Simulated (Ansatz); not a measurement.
## BeInCl3 (model cell, started as cubic perovskite with Be in the octahedra): following an unstable mode

Wanted: the energy along a soft mode of BeInCl3 (model cell, started as cubic perovskite with Be in the octahedra) and the structure at the end.

Main program and level: Ansatz 0.2.0; DFT PBEsol, scalar-relativistic, plane waves, PAW; PAW set soft_1.

The structure was built from a prototype and need not be the compound's stable phase.

## Step 1: The starting structure

Symmetry: Pm-3m, No. 221, cubic system. The conventional cell has a = 4.586 Å, b = 4.586 Å, c = 4.586 Å, α = 90.00°, β = 90.00°, γ = 90.00°. Nearest to In lie 12 Cl at 3.24 Å. Be has 6 Cl at 2.29 Å nearest. Nearest to Cl lie 2 Be at 2.29 Å. Farther neighbours and most contacts between anions are not listed.

## Step 2: The dispersion

The cell comes from relaxations at this level that are not shown. Stability and thermal properties need the whole zone. Linear response on a 4×4×4 q mesh gives force constants as far as a supercell of that size would, and the tensors from the zone-centre run are typed in so that the long-range dipole term is interpolated apart.

input.yaml reads:

```yaml
crystal:
  lattice:
    - [4.5855703072, 0.0, 0.0]
    - [0.0, 4.5855703072, 0.0]
    - [0.0, 0.0, 4.5855703072]
  atoms:
    - { symbol: In, position: [0.0, 0.0, 0.0] }
    - { symbol: Be, position: [0.5, 0.5, 0.5] }
    - { symbol: Cl, position: [0.5, 0.5, 0.0] }
    - { symbol: Cl, position: [0.5, 0.0, 0.5] }
    - { symbol: Cl, position: [0.0, 0.5, 0.5] }
kpoints:
  mp_grid: { grid: [8, 8, 8] }
hamiltonian:
  xc: pbesol
  pseudopotentials: { kind: paw, azcp: { folder: soft_1 }, xc_functional: pbe }
scf:
  occupations: { method: fixed }
output:
  eigenvalues: true
phonons:
  method: dfpt
  qmesh: [4, 4, 4]
  temperatures: { t_max: 1000, t_step: 50 }
  qpath:
    path:
      - [[0.0, 0.0, 0.0], [0.0, 0.5, 0.0], [0.5, 0.5, 0.0], [0.0, 0.0, 0.0], [0.5, 0.5, 0.5], [0.0, 0.5, 0.0]]
      - [[0.5, 0.5, 0.5], [0.5, 0.5, 0.0]]
    npoints: 10
  non_analytic_term:
    high_frequency_dielectric_tensor: [[5.729, 0.0, 0.0], [0.0, 5.729, 0.0], [0.0, 0.0, 5.729]]
    born_effective_charges:
      - { species: In, tensor: [[2.4062, 0.0, 0.0], [0.0, 2.4062, 0.0], [0.0, 0.0, 2.4062]] }
      - { species: Be, tensor: [[2.8182, 0.0, 0.0], [0.0, 2.8182, 0.0], [0.0, 0.0, 2.8182]] }
      - { species: Cl, tensor: [[-1.3845, 0.0, 0.0], [0.0, -1.3845, 0.0], [0.0, 0.0, -2.4555]] }
      - { species: Cl, tensor: [[-1.3845, 0.0, 0.0], [0.0, -2.4555, 0.0], [0.0, 0.0, -1.3845]] }
      - { species: Cl, tensor: [[-2.4555, 0.0, 0.0], [0.0, -1.3845, 0.0], [0.0, 0.0, -1.3845]] }
    source: "zone-centre run at this cell"
```

Run with:

```
ansatz run input.yaml --threads 4 --pin off --max-ram 16384MiB --backend cpu --events-out ev --progress --plain --runs-dir out
```

Numbers of over 12 decimals in the logs are rounded to 6 here.

Output:

```text
Engine: ansatz 0.2.0, aarch64-unknown-linux-gnu
Pseudopotentials: kind: paw
Pseudopotential: In, paw, valence charge 13, recommended cutoff 420 eV (normal), soft_1/In.paw.azcp
Pseudopotential: Be, paw, valence charge 2, recommended cutoff 420 eV (normal), soft_1/Be.paw.azcp
Pseudopotential: Cl, paw, valence charge 7, recommended cutoff 420 eV (normal), soft_1/Cl.paw.azcp
Functional definition: PBEsol
  exchange = pbesol_x
  correlation = pbesol_c
Crystal: 5 atoms, lattice volume = 96.423 Å³
Basis set: ecut = 420 eV, 1863 PW (Γ), exchange–correlation on 64×64×64 points (8 copies of the dense FFT grid, shifted against one another)
Bands: 23, of which v1, the nominal top of the filled ones, is band 18 counted from 1 (17 counted from 0)
Symmetry: 48 space group operations
k-points: 35 of 512
Non-local potential: In, projectors of the file, l = 0: 2, l = 1: 2, l = 2: 2, l = 3: 1
Non-local potential: Be, projectors of the file, l = 0: 2, l = 1: 2, l = 2: 1
Non-local potential: Cl, projectors of the file, l = 0: 2, l = 1: 2, l = 2: 1
PAW form: soft (Blöchl's): semilocal exchange-correlation on the pseudo side does not see the compensation charge
PAW frozen core: In, regenerated for the run's functional, and the local potential with it (the file was generated under x = pbe(κ = 0.804, μ = 0.219515), c = pbe(β = 0.066725))
PAW frozen core: Be, regenerated for the run's functional, and the local potential with it (the file was generated under x = pbe(κ = 0.804, μ = 0.219515), c = pbe(β = 0.066725))
PAW frozen core: Cl, regenerated for the run's functional, and the local potential with it (the file was generated under x = pbe(κ = 0.804, μ = 0.219515), c = pbe(β = 0.066725))
PAW one-centre angular grid: In, 590 points (default); XC on 64 Gauss nodes
PAW one-centre angular grid: Be, 110 points (default); XC on 64 Gauss nodes
PAW one-centre angular grid: Cl, 110 points (default); XC on 64 Gauss nodes
Initial density: superposition of atomic densities (chi_scale 0.1, normalization cell, long waves kept (reshape's long-wave potential 0.03 eV rms))
Initial wavefunctions: pseudopotential atomic-orbital guess
Functional: x = pbesol(κ = 0.804, μ = 0.123457), c = pbesol(β = 0.046)
SCF iter   1: F=—  HF=-8804.334374 eV  |F-HF|=—  |Δ(HF+E_count)|=         —  Δρ=4.13e-2  dr2=3.24e0  ethr=3.10e-3  ⟨swp⟩=4.7  Hψ=3354  notcnv=0  defer=77
preconditioner: auto → Resta (q_TF=auto, 2.315 Å⁻¹)  ε∞=3.9  [insulator: Δε(μ)=2.403 eV  Ē_g=13.379 eV  n_scr=18 (ndim 8)  ℏωp=22.7 eV  f_vac=0.000  ε∞_Penn≈3.9]
SCF iter   2: F=—  HF=-8803.149933 eV  |F-HF|=—  |Δ(HF+E_count)|=    1.18e0  Δρ=1.56e-2  dr2=6.53e-1  ethr=3.10e-3  ⟨swp⟩=2.9  Hψ=1893  notcnv=0  defer=86
SCF iter   3: F=—  HF=-8802.867631 eV  |F-HF|=—  |Δ(HF+E_count)|=   2.82e-1  Δρ=4.56e-3  dr2=5.08e-2  ethr=1.81e-3  ⟨swp⟩=3.1  Hψ=1619  notcnv=0  defer=93
SCF iter   4: F=—  HF=-8802.843383 eV  |F-HF|=—  |Δ(HF+E_count)|=   2.42e-2  Δρ=6.68e-4  dr2=4.39e-4  ethr=1.41e-4  ⟨swp⟩=3.4  Hψ=1569  notcnv=0  defer=101
SCF iter   5: F=—  HF=-8802.843528 eV  |F-HF|=—  |Δ(HF+E_count)|=   1.45e-4  Δρ=1.35e-4  dr2=1.55e-5  ethr=1.22e-6  ⟨swp⟩=2.1  Hψ=1432  notcnv=0  defer=101
SCF iter   6: F=—  HF=-8802.843534 eV  |F-HF|=—  |Δ(HF+E_count)|=   6.42e-6  Δρ=3.04e-5  dr2=8.93e-7  ethr=4.30e-8  ⟨swp⟩=2.1  Hψ=1288  notcnv=0  defer=93
SCF iter   7: F=—  HF=-8802.843536 eV  |F-HF|=—  |Δ(HF+E_count)|=   2.03e-6  Δρ=6.16e-6  dr2=3.50e-8  ethr=2.48e-9  ⟨swp⟩=2.0  Hψ=1393  notcnv=0  defer=80
SCF iter   8: F=—  HF=-8802.843536 eV  |F-HF|=—  |Δ(HF+E_count)|=   2.41e-8  Δρ=1.12e-6  dr2=1.47e-9  ethr=9.73e-11  ⟨swp⟩=2.1  Hψ=1175  notcnv=0  defer=80
SCF iter   9: F=—  HF=-8802.843536 eV  |F-HF|=—  |Δ(HF+E_count)|=   1.50e-9  Δρ=2.25e-7  dr2=5.75e-11  ethr=4.10e-12  ⟨swp⟩=2.2  Hψ=1138  notcnv=0  defer=80
SCF iter  10: F=-8802.843536 eV  HF=-8802.843536 eV  |F-HF|=1.82e-12  |Δ(HF+E_count)|=  6.73e-11  Δρ=3.01e-8  dr2=6.53e-13  ethr=1.00e-12  ⟨swp⟩=13.1  Hψ=5666  notcnv=0
SCF 1 converged in 10 iterations: F = -8802.843536 eV  dr2 = 6.53e-13
  greatest PAW one-centre occupation: 0.984 electrons in one spin orbital (limit 2), on the In atom at site 0 (counted from 0), in its partial waves of l = 2
NSCF: frozen V_eff on 35 k-points
NSCF: frozen V_eff on 125 k-points
DFPT response loops at q = (0, 0, 0) (fractional): preconditioner auto → Resta (q_TF=auto, 2.315 Å⁻¹)  ε∞=6.0 (no band partly filled); β = 1.00, the filter's whole step (`scf.mixing.beta` (0.50) is not read by the response loops at its default; to damp them type it under 1.00, their step now; it binds the ground state too); Broyden in place of MSR1
NSCF: frozen V_eff on 400 k-points
DFPT response loops at q = (0, 0, 0.25) (fractional): mixed as the last ones told, above
NSCF: frozen V_eff on 250 k-points
DFPT response loops at q = (0, 0, -0.5) (fractional): mixed as the last ones told, above
NSCF: frozen V_eff on 640 k-points
DFPT response loops at q = (0, 0.25, 0.25) (fractional): mixed as the last ones told, above
NSCF: frozen V_eff on 400 k-points
DFPT response loops at q = (0, 0.25, -0.5) (fractional): mixed as the last ones told, above
NSCF: frozen V_eff on 250 k-points
DFPT response loops at q = (0, -0.5, -0.5) (fractional): mixed as the last ones told, above
NSCF: frozen V_eff on 1024 k-points
DFPT response loops at q = (0.25, 0.25, 0.25) (fractional): mixed as the last ones told, above
NSCF: frozen V_eff on 640 k-points
DFPT response loops at q = (0.25, 0.25, -0.5) (fractional): mixed as the last ones told, above
NSCF: frozen V_eff on 400 k-points
DFPT response loops at q = (0.25, -0.5, -0.5) (fractional): mixed as the last ones told, above
NSCF: frozen V_eff on 250 k-points
DFPT response loops at q = (-0.5, -0.5, -0.5) (fractional): mixed as the last ones told, above
SCF converged after 10 iterations
Free energy (F): -8802.843536 eV
Harris-Foulkes:  -8802.843536 eV  (|F-HF|=1.82e-12)
Internal energy: -8802.843536 eV  (E = F + TS)
E sigma→0 (E₀):  -8802.843536 eV
Fermi energy:    6.109761 eV
--- Per-component energies (eV) ---
  E_band       = -63.806042
  E_kinetic    = 690.633977
  E_local      = -1663.437663  (includes V_loc(G=0)·N_el)
  E_nonlocal   = 426.546004
  E_hartree    = 609.723453
  E_xc         = -482.526346
  E_vxc        = -459.950001  (∫ρ·V_xc dr)
  E_paw        = -6112.304245  (= ΣΔE_a)
  E_vpaw       = -277.045719  (= ΣTr[D̂ρ^β])
  E_aug_tail   = 0.000440  (compensation charges beyond the density's cutoff)
  E_ewald      = -2271.959888
  E_core_change = 0.480731  (= ΣΔE_core)
  E_smearing   = -0.000000  (= −TS)
  E_closure    = -0.000000  (closes the sum)
  Σ components = -8802.843536   (vs F -8802.843536, Δ=0.00e0)
--- Band table (eV; the first three rows and the last of 35) ---
  k-point 0: bands = [... 14 lower, 3.8311, 4.0832, 4.0832, 4.0832, 7.7988, 12.6135, 12.6135, 12.6259, ... 1 higher]
  k-point 1: bands = [... 14 lower, 3.7797, 4.0457, 4.0457, 4.3765, 8.0911, 11.5942, 12.1507, 12.1507, ... 1 higher]
  k-point 2: bands = [... 14 lower, 3.6606, 4.0575, 4.0575, 4.9801, 8.8317, 10.4507, 11.6444, 11.6444, ... 1 higher]
  k-point 34: bands = [... 14 lower, 3.9738, 4.9701, 4.9701, 4.9701, 10.1346, 10.1346, 10.1346, 12.3886, ... 1 higher]
--- Phonons (Γ-DFPT): 4 representative perturbations + reference (Σ response iterations 12) ---
  ASR residual: 9.110e-5 → 0.000e0 eV/Å²; symmetrization residual: 1.691e-6 eV/Å²
  ASR residual per site (eV/Å²): 1.71e-5 9.11e-5 5.28e-6 5.28e-6 5.28e-6
  Γ frequencies (cm⁻¹): -289.11 -289.11 -289.11 0.00 0.00 0.00 62.47 62.47 62.47 146.48 146.48 146.48 221.18 221.18 221.18
--- Phonons (arbitrary-q DFPT): 10 irreducible q on the 4×4×4 mesh ---
  q = [0.0000, 0.0000, 0.0000] (star 1, of the zone-centre solve; hermiticity 1.28e-6, symmetrization 2.39e-12): -289.11 -289.11 -289.11 -0.00 -0.00 0.00 62.47 62.47 62.47 146.48 146.48 146.48 221.18 221.18 221.18
  q = [0.0000, 0.0000, 0.2500] (star 6, 9 solved perturbations in 1560 linear systems a pass and spin channel, the states on 200 of 512 k-point pairs; hermiticity 6.74e-7, symmetrization 1.94e-12): -286.03 -286.03 39.81 39.81 48.13 87.01 87.01 115.10 147.68 147.70 147.70 216.46 220.93 220.93 260.45
  q = [0.0000, 0.0000, -0.5000] (star 3, 9 solved perturbations in 975 linear systems a pass and spin channel, the states on 125 of 512 k-point pairs; hermiticity 5.55e-7, symmetrization 5.64e-8): -282.97 -282.97 44.88 44.88 77.79 112.63 112.63 146.26 146.26 148.73 154.56 218.49 221.14 221.14 315.22
  q = [0.0000, 0.2500, 0.2500] (star 12, 9 solved perturbations in 2460 linear systems a pass and spin channel, the states on 320 of 512 k-point pairs; hermiticity 7.97e-7, symmetrization 2.13e-13): -282.98 -179.74 35.45 37.64 43.82 108.44 112.38 135.45 138.56 150.07 168.34 211.53 219.87 244.69 267.92
  q = [0.0000, 0.2500, -0.5000] (star 12, 15 solved perturbations on 200 of 512 k-point pairs; hermiticity 1.03e-6, symmetrization 3.42e-8): -279.94 -154.90 43.70 45.80 59.49 99.20 134.83 140.77 146.99 149.95 187.34 219.12 222.55 258.15 316.29
  q = [0.0000, -0.5000, -0.5000] (star 3, 9 solved perturbations in 975 linear systems a pass and spin channel, the states on 125 of 512 k-point pairs; hermiticity 2.49e-7, symmetrization 2.60e-9): -276.91 -98.95 45.28 45.28 46.72 66.58 142.74 142.74 153.33 153.33 201.06 216.99 272.36 319.00 319.00
  q = [0.2500, 0.2500, 0.2500] (star 8, 4 solved perturbations in 1376 linear systems a pass and spin channel, the states on 512 of 512 k-point pairs; hermiticity 6.36e-7, symmetrization 4.74e-12): -176.60 -176.60 31.75 44.71 44.71 108.10 108.10 118.28 167.37 167.37 171.91 220.43 220.43 258.32 289.55
  q = [0.2500, 0.2500, -0.5000] (star 12, 9 solved perturbations in 2460 linear systems a pass and spin channel, the states on 320 of 512 k-point pairs; hermiticity 1.14e-6, symmetrization 1.53e-8): -173.57 -139.01 45.28 47.53 54.43 99.45 102.46 112.87 167.86 173.59 188.01 231.06 243.98 285.29 328.25
  q = [0.2500, -0.5000, -0.5000] (star 6, 9 solved perturbations in 1560 linear systems a pass and spin channel, the states on 200 of 512 k-point pairs; hermiticity 5.40e-7, symmetrization 1.32e-8): -155.94 -104.08 48.13 48.13 48.27 68.15 102.27 102.27 173.79 173.79 192.48 249.17 296.60 339.81 339.81
  q = [-0.5000, -0.5000, -0.5000] (star 1, 4 solved perturbations in 350 linear systems a pass and spin channel, the states on 125 of 512 k-point pairs; hermiticity 7.94e-7, symmetrization 2.02e-9): -109.18 -109.18 49.71 49.71 49.71 69.65 69.65 69.65 181.25 181.25 181.25 308.85 360.75 360.75 360.75
  sum rule: each row above includes the acoustic sum rule's correction from the zone centre's row sums; it moved no ω² by more than (1.66 cm⁻¹)²
  mesh force constants: q→R imaginary residual 1.78e-18; ASR residual 9.110e-5 → 0.000e0 eV/Å²; symmetrization residual 1.776e-15 eV/Å²
  interpolated dispersion: 63 rows × 15 modes
  density of states and harmonic sums: on the 16×16×16 q-mesh, interpolated from the force constants of a 4×4×4 supercell (with the dipole–dipole term of supplied tensors)
  largest difference from the sums on the solved wave vectors: F 4.20e-3 eV, S 5.95e-6 and C_V 2.37e-6 eV/K
  zero-point energy: 0.123085 eV/cell   skipped modes (ω ≤ 0): 352, of them read as no rigid motion or as one in doubt: 349 (2.082e0 modes/cell left out, lowest -289.11 cm⁻¹)   left out of the sums: 1.39e-1 of the cell's modes: C_V's classical limit lies that fraction below 3 k_B per atom; for a crystal, a wire or a layer, F and S can be off by more, and a phonons.interpolated_qmesh denser along its periods is the remedy for the sampling
```

It took 11 min on 4 threads of Arm Neoverse V1, shared host; peak memory 2.6 GiB; 45 min of CPU time.

This step gave:

```yaml
gap_on_the_k_mesh: 1.689 eV
volume_per_atom: 19.28 Å³
sum_rule_residual_before_enforcement: 9.11e-5 eV/Å²
lowest_frequency_on_the_path: -289.1 cm⁻¹
point_group: m-3m
highest_frequency_on_the_path_or_at_a_solved_wavevector: 360.8 cm⁻¹
highest_optical_mode_at_the_zone_centre_no_lo_to_term: 221.2 cm⁻¹
lowest_optical_zone_centre_mode: -289.1 cm⁻¹
lowest_mode_on_the_q_mesh_acoustic_modes_at_gamma_apart: -289.1 cm⁻¹
```

Frequencies (cm⁻¹) solved at each irreducible wavevector; negative means imaginary. Frequencies by wavevector, by row:

```csv
q in reciprocal lattice units,star,mode 1,mode 2,mode 3,mode 4,mode 13,mode 14,mode 15
0 0 0,1,-289.1,-289.1,-289.1,0,221.2,221.2,221.2
0 0 0.25,6,-286,-286,39.8,39.8,220.9,220.9,260.4
0 0 -0.5,3,-283,-283,44.9,44.9,221.1,221.1,315.2
0 0.25 0.25,12,-283,-179.7,35.5,37.6,219.9,244.7,267.9
0 0.25 -0.5,12,-279.9,-154.9,43.7,45.8,222.6,258.1,316.3
0 -0.5 -0.5,3,-276.9,-99,45.3,45.3,272.4,319,319
0.25 0.25 0.25,8,-176.6,-176.6,31.8,44.7,220.4,258.3,289.6
0.25 0.25 -0.5,12,-173.6,-139,45.3,47.5,244,285.3,328.2
0.25 -0.5 -0.5,6,-155.9,-104.1,48.1,48.1,296.6,339.8,339.8
-0.5 -0.5 -0.5,1,-109.2,-109.2,49.7,49.7,360.8,360.8,360.8
```

Interpolated from a 4×4×4 q mesh, with the LO-TO term (at Γ the limit along the path; where Γ stands inside the path, tables give the limit on arrival). The phonon branches at the labelled points (cm⁻¹):

```csv
point,branch 1,branch 2,branch 3,branch 4,branch 12,branch 13,branch 14,branch 15
Γ,-289,-289,-116,0,196,221,221,228
halfway,-286,-286,40,40,216,221,221,260
X,-283,-283,45,45,218,221,221,315
halfway,-280,-155,44,46,219,222,258,316
M,-277,-99,45,45,217,272,319,319
halfway,-283,-180,35,38,212,220,245,268
Γ,-289,-289,-116,0,196,221,221,228
halfway,-177,-177,32,45,220,220,258,290
R,-109,-109,50,50,309,361,361,361
halfway,-174,-139,45,48,231,244,285,328
X,-283,-283,45,45,218,221,221,315
jump to R,-109,-109,50,50,309,361,361,361
halfway,-156,-104,48,48,249,297,340,340
M,-277,-99,45,45,217,272,319,319
```

Symmetry leaves 10 wavevectors to solve. The lowest mode among them, the acoustic zeros apart, lies at Γ and is imaginary, 289.1i cm⁻¹, so the energy falls along it.

## Step 3: The mode frozen in, largest atomic shift 0 Å

The mode followed lies at Γ with frequency 289.1i cm⁻¹ and is 3-fold degenerate, the softest among the wavevectors solved. At small amplitude the distorted cell has space group no. 38 by a symmetry search on the positions. The undistorted cell that holds it gives the zero of energy on the same k mesh.

input.yaml, the sections that differ from step 2:

```yaml
scf:
  occupations: { method: gaussian, width: 0.02 }
output:
  forces: true
  stress: true
  eigenvalues: true
# crystal, kpoints, hamiltonian: as in step 2
# phonons: removed
```

Output:

```text
[...]
Crystal: 5 atoms, lattice volume = 96.423 Å³
Basis set: ecut = 420 eV, 1863 PW (Γ), exchange–correlation on 64×64×64 points (8 copies of the dense FFT grid, shifted against one another)
Bands: 23, of which v1, the nominal top of the filled ones, is band 18 counted from 1 (17 counted from 0)
Symmetry: 48 space group operations
[...]
k-points: 35 of 512
[...]
--- Band table (eV; the first three rows and the last of 35) ---
  k-point 0: bands = [... 14 lower, 3.8311, 4.0831, 4.0831, 4.0831, 7.7988, 12.6134, 12.6134, 12.6259]
  k-point 1: bands = [... 14 lower, 3.7796, 4.0457, 4.0457, 4.3765, 8.0910, 11.5941, 12.1507, 12.1507]
  k-point 2: bands = [... 14 lower, 3.6605, 4.0575, 4.0575, 4.9801, 8.8316, 10.4507, 11.6444, 11.6444]
  k-point 34: bands = [... 14 lower, 3.9737, 4.9701, 4.9701, 4.9701, 10.1345, 10.1345, 10.1345, 12.3885]
[key lines of the parts left out:]
SCF converged after 7 iterations
Free energy (F): -8802.843536 eV
Fermi energy:    6.954389 eV
P = ⅓ Tr σ = 0.0056 GPa (0.056 kbar)
```

Elapsed: 1.3 s, on 4 threads; peak memory 0.39 GiB.

Numbers from this step:

```yaml
pressure: 0.005570 GPa
energy_from_the_undistorted_cell: 0 meV/atom
```

At this level the gap is 1.69 eV on the k-mesh of the self-consistent run, which can miss the band edges.

## Step 4: The mode frozen in, largest atomic shift 0.45 Å

The atoms are moved along the unstable eigenvector, the largest shift by 0.45 Å, with the cell fixed.

input.yaml, the sections that differ from step 3:

```yaml
crystal:
  lattice:
    - [4.5855703072, 0.0, 0.0]
    - [0.0, 4.5855703072, 0.0]
    - [0.0, 0.0, 4.5855703072]
  atoms:
    - { symbol: In, position: [0.0, 0.0004140136, 0.0004140136] }
    - { symbol: Be, position: [0.5, 0.5693911619, 0.5693911619] }
    - { symbol: Cl, position: [0.5, 0.4966529721, -0.0122876669] }
    - { symbol: Cl, position: [0.5, -0.0122876669, 0.4966529721] }
    - { symbol: Cl, position: [0.0, 0.4966529721, 0.4966529721] }
# kpoints, hamiltonian, scf, output: as in step 3
```

Output:

```text
[...]
Crystal: 5 atoms, lattice volume = 96.423 Å³
Basis set: ecut = 420 eV, 1863 PW (Γ), exchange–correlation on 64×64×64 points (8 copies of the dense FFT grid, shifted against one another)
Bands: 23, of which v1, the nominal top of the filled ones, is band 18 counted from 1 (17 counted from 0)
Symmetry: 4 space group operations
[...]
k-points: 105 of 512 (time reversal used)
[...]
--- Band table (eV; the first three rows and the last of 105) ---
  k-point 0: bands = [... 14 lower, 3.7289, 3.9713, 4.1373, 4.1984, 8.0226, 12.0048, 12.2555, 12.4785]
  k-point 1: bands = [... 14 lower, 3.7109, 4.0160, 4.1461, 4.3643, 8.2579, 11.5234, 11.8381, 12.0222]
  k-point 2: bands = [... 14 lower, 3.6109, 4.0572, 4.1050, 4.9849, 8.8239, 10.4274, 11.4736, 11.5688]
  k-point 104: bands = [... 14 lower, 3.9613, 4.8032, 4.9248, 4.9545, 10.3993, 10.8129, 11.4142, 12.3368]
[key lines of the parts left out:]
SCF converged after 7 iterations
Free energy (F): -8802.988796 eV
Fermi energy:    7.072489 eV
P = ⅓ Tr σ = 3.2017 GPa (32.017 kbar)
```

Elapsed: 5.8 s, on 4 threads; peak memory 0.46 GiB; 22 s of CPU time.

This step gave:

```yaml
pressure: 3.202 GPa
gap_on_the_k_mesh: 1.900 eV
energy_from_the_undistorted_cell: -29.05 meV/atom
```

The energy, extrapolated to zero smearing, is -29.05 meV/atom against the undistorted cell.

The run ends at a pressure of 3.20 GPa, with forces up to 0.35 eV/Å.

## Step 5: Energy along the mode, all amplitudes (two of the runs are shown above)

An imaginary frequency means negative curvature, so the energy should fall and then rise again as anharmonic terms take over.

This step gave:

| Item | Value |
| --- | --- |
| depth at the lowest point sampled | 29.05 meV/atom |
| largest atomic shift at that point | 0.45 Å |

The energy from the parent by largest atomic shift:

```csv
largest atomic shift (Å),energy from the parent (meV/atom)
0.000,0
0.040,-0.504
0.080,-1.99
0.140,-5.84
0.220,-13.2
0.320,-23.0
0.450,-29.1
0.600,-11.4
```

Displacement at unit largest shift by atom:

```csv
atom,x (Å),y (Å),z (Å),size
In1,0.000,0.004,0.004,0.006
Be2,0.000,0.707,0.707,1.000
Cl3,0.000,-0.034,-0.125,0.130
Cl4,0.000,-0.125,-0.034,0.130
Cl5,0.000,-0.034,-0.034,0.048
```

The lowest of the steps tried is at 0.45 Å, 29.1 meV/atom below the parent; the bottom of the well need not coincide with a step.

(Continued in part 2 of 3.)

[Logs are printed without paths, hosts, clocks, repeated set-up lines and the standing remarks that a program may print on its own settings, such as how far it seeks lower states.]

[Hosts, paths, dates, database ids (printed as entryN), source tags and the programs' standing remarks are cut or masked in the printed files.]
